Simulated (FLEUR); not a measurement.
# Calculated records

## HoBi: parallel and opposed starts

The structure is cubic, space group Fm-3m (No. 225). Conventional cell: a = 6.228 Å, b = 6.228 Å, c = 6.228 Å, α = 90.00°, β = 90.00°, γ = 90.00°. Nearest to Ho lie 6 Bi at 3.11 Å. Bi has 6 Ho at 3.11 Å nearest. Farther neighbours are not listed.

```yaml
method: LDA (VWN) with U = 3.6 eV on Ho f; all-electron FLAPW, Dirac cores, scalar-relativistic bands
program: FLEUR MaX-R8.1
settings_of_one_run: kmax 3.6 1/bohr, gmax 10.8 1/bohr, muffin tin radii Ho: 2.8, Bi: 2.8 bohr, lmax Ho: [10, 8], Bi: [10, 8], hist occupations, smearing width 0.08 eV, mixer Anderson, mixing 0.05, max iterations 130, stop 0.0001 me/bohr³, collinear spin, 8×8×8 k-mesh, double counting FLL, mesh matched on, seeded occupations whole cubic f orbitals, Hund's first rule, starting moments 4 0 μB
cost: 3 runs, 36 min in all on 4 MPI ranks of Arm Neoverse V1, shared host (the runs of this entry)
notes: The run is spin-polarised, with a total moment of 3.87 μB a cell. Known weakness: open f shell state may not be lowest. Only 3 starts were tried; other patterns of signs, canted and longer-period orders were not.
lowest_state_found: ferromagnetic (initial ferro +)
largest_site_spin_moment: 3.84 μB
next_finished_state: antiferromagnetic, 0.533 meV a seeded atom higher
```

The lowest state found is ferromagnetic, reached from the start ferro +, with moments up to 3.84 μB. The two lowest states lie so close that the mesh, the functional or spin–orbit coupling could swap them.

[Logs and program files are shortened in this print: banners, set-up blocks, solver, clock and traceback lines can be left out without a mark of their own.]

[Logs are printed without paths, hosts, clocks, repeated set-up lines and the standing remarks that a program may print on its own settings, such as how far it seeks lower states.]

[Hosts, paths, dates, database ids (printed as entryN), source tags and the programs' standing remarks are cut or masked in the printed files.]

[Where a cell is said to come from a database of computed structures, the database is the Materials Project.]
